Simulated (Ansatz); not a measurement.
**ZnSnN2 (Pna2_1): how G0W0 depends on its starting point**

How much of the starting functional survives in the G0W0 gap of ZnSnN2 (Pna2_1)?

Method: G0W0 on several functionals, plane waves, PAW, in Ansatz 0.2.0.

Most raw output is cut from this account.

In doubt: masses and optical values from hybrid runs of this build are listed as unsure (steps 6, 7, 8), which bears on the screening that GW takes from such a start.

**1. The structure**

The structure is orthorhombic, space group Pna2_1 (No. 33). Conventional cell: a = 5.854 Å, b = 6.737 Å, c = 5.481 Å, α = 90.00°, β = 90.00°, γ = 90.00°. Nearest to Zn lie 4 N at 2.05 to 2.07 Å. Nearest to Sn lie 4 N at 2.06 to 2.08 Å. Nearest to N lie 2 Zn at 2.05 to 2.07 Å and 2 Sn at 2.07 to 2.08 Å. Nearest to N lie 2 Zn at 2.05 Å and 2 Sn at 2.06 to 2.07 Å. Farther neighbours and most contacts between anions are not listed.

Coordinates:

```xyz
16
Lattice="5.8543 0.0000 0.0000 0.0000 6.7375 0.0000 0.0000 0.0000 5.4806" Properties=species:S:1:pos:R:3 pbc="T T T"
Zn    3.4134    5.8949    5.4741
Zn    2.4409    0.8426    2.7338
Zn    5.3680    2.5262    2.7338
Zn    0.4863    4.2113    5.4741
Sn    3.4447    2.5270    5.4766
Sn    2.4096    4.2105    2.7363
Sn    5.3368    5.8957    2.7363
Sn    0.5175    0.8418    5.4766
N     3.4095    2.5223    2.0736
N     2.4448    4.2152    4.8139
N     5.3719    5.8910    4.8139
N     0.4824    0.8464    2.0736
N     3.3938    5.9006    2.0473
N     2.4605    0.8369    4.7876
N     5.3876    2.5318    4.7876
N     0.4667    4.2056    2.0473
```

The cell and positions are those that the Materials Project relaxed with its own functionals (PBE, PBE+U or r2SCAN), kept fixed.

**2. G0W0 on PBEsol**

Now the one-shot GW correction: screening in the RPA, then the self-energy of the levels asked for. This step takes PAW set soft_1 files.

This step: G0W0 on PBEsol, plane waves, PAW; PAW set soft_1.

input.yaml

```yaml
crystal:
  lattice:
    - [5.8542731, 0.0, 0.0]
    - [0.0, 6.7374542, 0.0]
    - [0.0, 0.0, 5.48058331]
  atoms:
    - { symbol: Zn, position: [0.58306262, 0.87494525, 0.99881237] }
    - { symbol: Zn, position: [0.41693738, 0.12505475, 0.49881237] }
    - { symbol: Zn, position: [0.91693738, 0.37494525, 0.49881237] }
    - { symbol: Zn, position: [0.08306262, 0.62505475, 0.99881237] }
    - { symbol: Sn, position: [0.58840042, 0.37506264, 0.9992746] }
    - { symbol: Sn, position: [0.41159958, 0.62493736, 0.4992746] }
    - { symbol: Sn, position: [0.91159958, 0.87506264, 0.4992746] }
    - { symbol: Sn, position: [0.08840042, 0.12493736, 0.9992746] }
    - { symbol: "N", position: [0.58239595, 0.37436694, 0.37835473] }
    - { symbol: "N", position: [0.41760405, 0.62563306, 0.87835473] }
    - { symbol: "N", position: [0.91760405, 0.87436694, 0.87835473] }
    - { symbol: "N", position: [0.08239595, 0.12563306, 0.37835473] }
    - { symbol: "N", position: [0.57971582, 0.87578583, 0.37355931] }
    - { symbol: "N", position: [0.42028418, 0.12421417, 0.87355931] }
    - { symbol: "N", position: [0.92028418, 0.37578583, 0.87355931] }
    - { symbol: "N", position: [0.07971582, 0.62421417, 0.37355931] }
kpoints:
  mp_grid: { grid: [2, 2, 2] }
hamiltonian:
  xc: pbesol
  pseudopotentials: { kind: paw, azcp: { folder: soft_1 }, xc_functional: pbe }
scf:
  occupations: { method: fixed }
gw:
  n_empty_bands: 490
  ecut_chi: 100
  qp_bands: [v4, c4]
  qp_kpoints: band_edges
  screening: { model: contour_deformation }
```

The run is started by

```sh
ansatz run input.yaml --threads 2 --pin off --max-ram 92160MiB --backend cuda --events-out ev --progress --plain --runs-dir out --devices 1 --max-vram 13GiB
```

The job ended after 16 s (1 × NVIDIA H100 80GB HBM3 (shared by 6 runs) with 2 threads of AMD EPYC 7R13 (Zen 3), shared host; peak memory 1.9 GiB; 25 s of CPU time).

This step gave:

| Quantity | Value |
| --- | --- |
| bands summed | 562 |
| RPA ε∞ on this mesh (eigenvalues) | 998.7, 1553, 2946 |
| plane waves in the screening matrix | 495 |
| q-points in the mesh | 8 |
| G0W0 gap on the mesh | 0.7197 eV |
| k of the valence top | 0, 0, 0 |
| k of the conduction bottom | 0, 0, 0 |
| starting gap on the mesh | 0.1414 eV |
| Z at the valence top | 0.7212 |
| Z at the conduction bottom | 0.7535 |
| least direct G0W0 gap on the computed points | 0.7197 eV |

The gap on the mesh goes from 0.14 eV to 0.72 eV, a correction of +0.58 eV. Between the two edge states, bare exchange in place of the xc potential would open the gap by 7.81 eV, and correlation takes back 7.23 eV.

**3. G0W0 on LDA**

The same correction from a different start measures what one shot leaves open.

This step: G0W0 on LDA, plane waves, PAW; PAW set soft_1.

Edit input.yaml of step 2 so:

```diff
@@ -25,3 +25,3 @@
 hamiltonian:
-  xc: pbesol
+  xc: lda
   pseudopotentials: { kind: paw, azcp: { folder: soft_1 }, xc_functional: pbe }
```

Elapsed: 15 s, on 1 × NVIDIA H100 80GB HBM3 (shared by 6 runs) with 2 threads; peak memory 1.9 GiB; 22 s of CPU time.

This step gave:

- bands summed: 562
- RPA ε∞ on this mesh (eigenvalues): 644.6, 915.0, 1529
- plane waves in the screening matrix: 495
- q-points in the mesh: 8
- G0W0 gap on the mesh: 0.7291 eV
- k of the valence top: 0, 0, 0
- k of the conduction bottom: 0, 0, 0
- starting gap on the mesh: 0.1777 eV
- Z at the valence top: 0.7158
- Z at the conduction bottom: 0.7478
- least direct G0W0 gap on the computed points: 0.7291 eV

Against the run with 2×2×2 mesh, 490 empty bands, screening to 100 eV, PAW set soft_1 files on PBEsol, the gap moves by +0.009 eV, while the start moved by +0.04 eV.

**4. G0W0 on PBE**

This step: G0W0 on PBE, plane waves, PAW; PAW set soft_1.

Edit input.yaml of step 3 so:

```diff
@@ -25,4 +25,4 @@
 hamiltonian:
-  xc: lda
-  pseudopotentials: { kind: paw, azcp: { folder: soft_1 }, xc_functional: pbe }
+  xc: pbe
+  pseudopotentials: { kind: paw, azcp: { folder: soft_1 } }
 scf:
```

Wall time 26 s (1 × NVIDIA H100 80GB HBM3 (shared by 6 runs) with 2 threads); peak memory 1.9 GiB; 28 s of CPU time.

This step gave:

- bands summed: 562
- RPA ε∞ on this mesh (eigenvalues): 547.6, 739.6, 1176
- plane waves in the screening matrix: 495
- G0W0 gap on the mesh: 0.6791 eV
- k of the valence top: 0, 0, 0
- k of the conduction bottom: 0, 0, 0
- starting gap on the mesh: 0.1962 eV
- least direct G0W0 gap on the computed points: 0.6791 eV

Against the run with 2×2×2 mesh, 490 empty bands, screening to 100 eV, PAW set soft_1 files on LDA, the gap moves by −0.05 eV.

**5. G0W0 on r2SCAN**

This step: G0W0 on r2SCAN, plane waves, PAW; PAW set soft_1.

Edit input.yaml of step 4 so:

```diff
@@ -25,3 +25,3 @@
 hamiltonian:
-  xc: pbe
+  xc: r2scan
   pseudopotentials: { kind: paw, azcp: { folder: soft_1 } }
```

Elapsed: 14 s, on 1 × NVIDIA H100 80GB HBM3 (shared by 6 runs) with 2 threads; peak memory 2.3 GiB.

Numbers from this step:

- bands summed: 562
- RPA ε∞ on this mesh (eigenvalues): 73.25, 77.70, 91.90
- plane waves in the screening matrix: 495
- G0W0 gap on the mesh: 0.8145 eV
- k of the valence top: 0, 0, 0
- k of the conduction bottom: 0, 0, 0
- starting gap on the mesh: 0.5014 eV
- least direct G0W0 gap on the computed points: 0.8145 eV

Against the run with 2×2×2 mesh, 490 empty bands, screening to 100 eV, PAW set soft_1 files on PBE, the gap moves by +0.14 eV, while the start moved by +0.31 eV.

**6. G0W0 on HSE06**

This step: G0W0 on HSE06, plane waves, PAW; PAW set soft_1.

Edit input.yaml of step 5 so:

```diff
@@ -25,3 +25,3 @@
 hamiltonian:
-  xc: r2scan
+  xc: hse06
   pseudopotentials: { kind: paw, azcp: { folder: soft_1 } }
```

The job ended after 61 s (1 × NVIDIA H100 80GB HBM3 (shared by 6 runs) with 2 threads; peak memory 2.3 GiB).

This step gave:

* bands summed: 562
* RPA ε∞ on this mesh (eigenvalues): 10.65, 10.86, 10.96
* plane waves in the screening matrix: 495
* G0W0 gap on the mesh: 1.305 eV
* k of the valence top: 0, 0, 0
* k of the conduction bottom: 0, 0, 0
* starting gap on the mesh: 1.348 eV
* least direct G0W0 gap on the computed points: 1.305 eV

Against the run with 2×2×2 mesh, 490 empty bands, screening to 100 eV, PAW set soft_1 files on r2SCAN, the gap moves by +0.49 eV, while the start moved by +0.85 eV.

**7. G0W0 on PBE0**

This step: G0W0 on PBE0, plane waves, PAW; PAW set soft_1.

Edit input.yaml of step 6 so:

```diff
@@ -25,3 +25,3 @@
 hamiltonian:
-  xc: hse06
+  xc: pbe0
   pseudopotentials: { kind: paw, azcp: { folder: soft_1 } }
```

The job ended after 54 s (1 × NVIDIA H100 80GB HBM3 (shared by 6 runs) with 2 threads; peak memory 2.3 GiB).

Numbers from this step:

```yaml
bands_summed: 562
rpa_eps_infinity_on_this_mesh_eigenvalues: 7.590, 7.684, 7.689
plane_waves_in_the_screening_matrix: 495
g0w0_gap_on_the_mesh: 1.565 eV
k_of_the_valence_top: 0, 0, 0
k_of_the_conduction_bottom: 0, 0, 0
starting_gap_on_the_mesh: 2.042 eV
least_direct_g0w0_gap_on_the_computed_points: 1.565 eV
```

Against the run with 2×2×2 mesh, 490 empty bands, screening to 100 eV, PAW set soft_1 files on HSE06, the gap moves by +0.26 eV, while the start moved by +0.69 eV.

**8. G0W0 on Hartree-Fock**

This step: G0W0 on Hartree-Fock, plane waves, PAW; PAW set soft_1.

Edit input.yaml of step 7 so:

```diff
@@ -25,3 +25,3 @@
 hamiltonian:
-  xc: pbe0
+  xc: hf
   pseudopotentials: { kind: paw, azcp: { folder: soft_1 } }
```

It took 63 s on 1 × NVIDIA H100 80GB HBM3 (shared by 6 runs) with 2 threads; peak memory 2.3 GiB.

This step gave:

* bands summed: 562
* RPA ε∞ on this mesh (eigenvalues): 2.668, 2.672, 2.675
* plane waves in the screening matrix: 495
* G0W0 gap on the mesh: 3.504 eV
* k of the valence top: 0, 0, 0
* k of the conduction bottom: 0, 0, 0
* starting gap on the mesh: 8.547 eV
* least direct G0W0 gap on the computed points: 3.504 eV

Against the run with 2×2×2 mesh, 490 empty bands, screening to 100 eV, PAW set soft_1 files on PBE0, the gap moves by +1.94 eV, while the start moved by +6.51 eV.

**9. Side by side**

All on the 2×2×2 mesh with 490 empty bands and screening to 100 eV. Times are wall times on 1 × NVIDIA H100 80GB HBM3 (shared by 6 runs) with 2 threads of AMD EPYC 7R13 (Zen 3), shared host, good to a factor of about two.

```csv
start,starting gap (eV),shift (eV),G0W0 gap (eV),RPA ε∞ (harmonic mean),"Z (valence, conduction)",time
PBEsol,0.14,+0.58,0.72,1511.62,"0.72, 0.75",16 s
LDA,0.18,+0.55,0.73,909.64,"0.72, 0.75",15 s
PBE,0.20,+0.48,0.68,744.76,"0.71, 0.75",26 s
r2SCAN,0.50,+0.31,0.81,80.21,"0.70, 0.74",14 s
HSE06,1.35,−0.04,1.30,10.82,"0.74, 0.77",61 s
PBE0,2.04,−0.48,1.56,7.65,"0.77, 0.80",54 s
Hartree-Fock,8.55,−5.04,3.50,2.67,"0.88, 0.90",63 s
```

How the two edges are built up, in eV (the quasiparticle level is the starting level plus Σx plus Σc less Vxc):

| run | edge | start | Σx | Σc | Vxc | Z | QP |
| --- | --- | --- | --- | --- | --- | --- | --- |
| PBEsol | valence top | 9.67 | -25.68 | 3.71 | -21.75 | 0.72 | 9.46 |
| PBEsol | conduction bottom | 9.81 | -11.59 | -3.51 | -15.47 | 0.75 | 10.18 |
| LDA | valence top | 9.44 | -25.58 | 3.63 | -21.92 | 0.72 | 9.40 |
| LDA | conduction bottom | 9.62 | -11.62 | -3.61 | -15.74 | 0.75 | 10.13 |
| PBE | valence top | 9.82 | -25.74 | 3.74 | -21.81 | 0.71 | 9.64 |
| PBE | conduction bottom | 10.02 | -11.49 | -3.53 | -15.32 | 0.75 | 10.31 |
| r2SCAN | valence top | 9.58 | -25.90 | 3.69 | -22.21 | 0.70 | 9.58 |
| r2SCAN | conduction bottom | 10.08 | -10.98 | -3.66 | -14.95 | 0.74 | 10.40 |

**10. What came out**

```json
{
 "G0W0@PBEsol": "0.72 eV (start 0.14 eV)",
 "G0W0@LDA": "0.73 eV (start 0.18 eV)",
 "G0W0@PBE": "0.68 eV (start 0.20 eV)",
 "G0W0@r2SCAN": "0.81 eV (start 0.50 eV)",
 "G0W0@HSE06": "1.30 eV (start 1.35 eV)",
 "G0W0@PBE0": "1.56 eV (start 2.04 eV)",
 "G0W0@Hartree-Fock": "3.50 eV (start 8.55 eV)",
 "known limits": "not at the basis limit; mesh may overstate the screening; screening runs away on this mesh; d shell near the gap, gap tends to lie low; no spin-orbit coupling; coarse k mesh"
}
```

**Reading.** The starting gaps span 8.41 eV and the G0W0 gaps 2.82 eV. Between PBEsol and Hartree-Fock, 2.78 eV of the 8.41 eV survives, 33 %. On PBE0 and Hartree-Fock the correction is negative: that start lies above its own G0W0 value. The smallest correction, −0.04 eV, is on HSE06, the start nearest to reproducing itself. Bands and cutoff are finite, so the gap is not at the basis limit. The miss can reach some tenths of an eV and take either sign; the mesh is an error of its own. The 2×2×2 mesh is coarse for this cell (its supercell is 11 Å along the shortest edge). The RPA ε∞ on it, from the PBEsol start, is 998.75, 1552.97 and 2946.04; such meshes misread the long-range screening, most where the gap is narrow. The program warns that the mesh is coarse for exact exchange, which bears on the hybrid start's gap. For the r2SCAN start: The RPA ε∞ on this mesh reaches over 25; with a narrow direct gap a coarse mesh can overstate it, and the correction is then too small. For the PBEsol, LDA and PBE start: On this mesh the RPA ε∞ passes 90, more than nearly any semiconductor shows; a coarse mesh does this where one point with a narrow direct gap carries much weight. The screening is then too strong, and the G0W0 gap should not be taken as the material's. A d shell, filled or nearly so, lies near the gap. One-shot GW converges very slowly in bands there, not always from below, and on a semilocal start the gap tends to come out low; starts rich in exact exchange can overshoot instead. The many-body steps are scalar-relativistic: spin-orbit coupling is not in them.

[Paths, hosts, dates, memory and timing lines, banners, echoed tables and standing remarks are left out of the program output.]

[Logs are printed without paths, hosts, clocks, repeated set-up lines and the standing remarks that a program may print on its own settings, such as how far it seeks lower states.]

[Runs of the session that timed out or met a known fault of the program may be left out.]

[Cells called generated may have been cut or substituted from an entry of the Crystallography Open Database or the Materials Project.]

[Hosts, paths, dates, database ids (printed as entryN), source tags and the programs' standing remarks are cut or masked in the printed files.]
